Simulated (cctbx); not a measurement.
## What resolution and counting buy: RbNa4SnSb3

Space group P2_1/c (no. 14), a = 9.3870 Å, b = 8.3910 Å, c = 17.5240 Å, α = 90.00°, β = 121.45°, γ = 90.00°.

| atom | mult. | x | y | z | Ueq (Å²) |
| --- | --- | --- | --- | --- | --- |
| Sb1 | 4 | 0.2400 | 0.7097 | 0.0846 | 0.0064 |
| Sb2 | 4 | 0.1677 | 0.2567 | 0.7591 | 0.0043 |
| Sb3 | 4 | 0.4874 | 0.2967 | 0.5764 | 0.0044 |
| Sn1 | 4 | 0.4792 | 0.3473 | 0.4129 | 0.0049 |
| Rb1 | 4 | 0.0924 | 0.4707 | 0.4163 | 0.0065 |
| Na1 | 4 | 0.8469 | 0.6606 | 0.9220 | 0.0083 |
| Na2 | 4 | 0.7652 | 0.4521 | 0.0917 | 0.0075 |
| Na3 | 4 | 0.8228 | 0.3767 | 0.7583 | 0.0122 |
| Na4 | 4 | 0.5699 | 0.9976 | 0.7429 | 0.0083 |

The model was made for the exercise: a known structure type with other elements put in, its volume estimated, not relaxed; displacement parameters are assumed.

Five simulated data sets (cctbx; Ag Kα, λ = 0.56087 Å; 4 % proportional error) differ in resolution or exposure (noise floor 2 counts in the first three, 8 in the last two). Each is refined with the right model, isotropic at 1.1 Å and anisotropic otherwise. How do the figures of merit and the uncertainties move?

```csv
d min (Å),top counts,"⟨I/σ⟩ (unmerged, absences included)",unique,param. (scale apart),Rint,R1,GooF,largest s.u. xyz (fractional),s.u. U of Na1 (Å²),largest error (Å)
1.1,40000,13.7,931,36,0.032,0.0142,1.04,0.00027,0.0005,0.0061
0.84,40000,12.9,2070,81,0.035,0.0134,0.92,0.00016,0.0006,0.0025
0.6,40000,10.8,5693,81,0.039,0.0161,0.93,0.00012,0.0003,0.0017
0.75,300,0.5,2925,81,0.640,0.1692,0.94,0.00542,0.0174,0.1401
0.75,3000,3.2,2925,81,0.149,0.0514,0.94,0.00076,0.0028,0.0209
```

The number of reflections grows roughly as 1/d³: 931, 2070 and 5693 here. R1 follows the noise rather than the truth: at 300 counts it is 0.1692, at 3000 counts 0.0514, while GooF is 0.94 and 0.94: the weights 1/σ² carry the noise. The s.u. of U (U11 where anisotropic) for Na1 goes 0.0005, 0.0006, 0.0003 Å² with resolution and 0.0174, 0.0028 Å² with exposure.

Hardware for the 0.6 Å refinement: 0.53 s on 1 thread of Arm Neoverse V2, on a shared host, peak memory 0.1 GiB.

[Logs are printed without paths, hosts, clocks, repeated set-up lines and the standing remarks that a program may print on its own settings, such as how far it seeks lower states.]
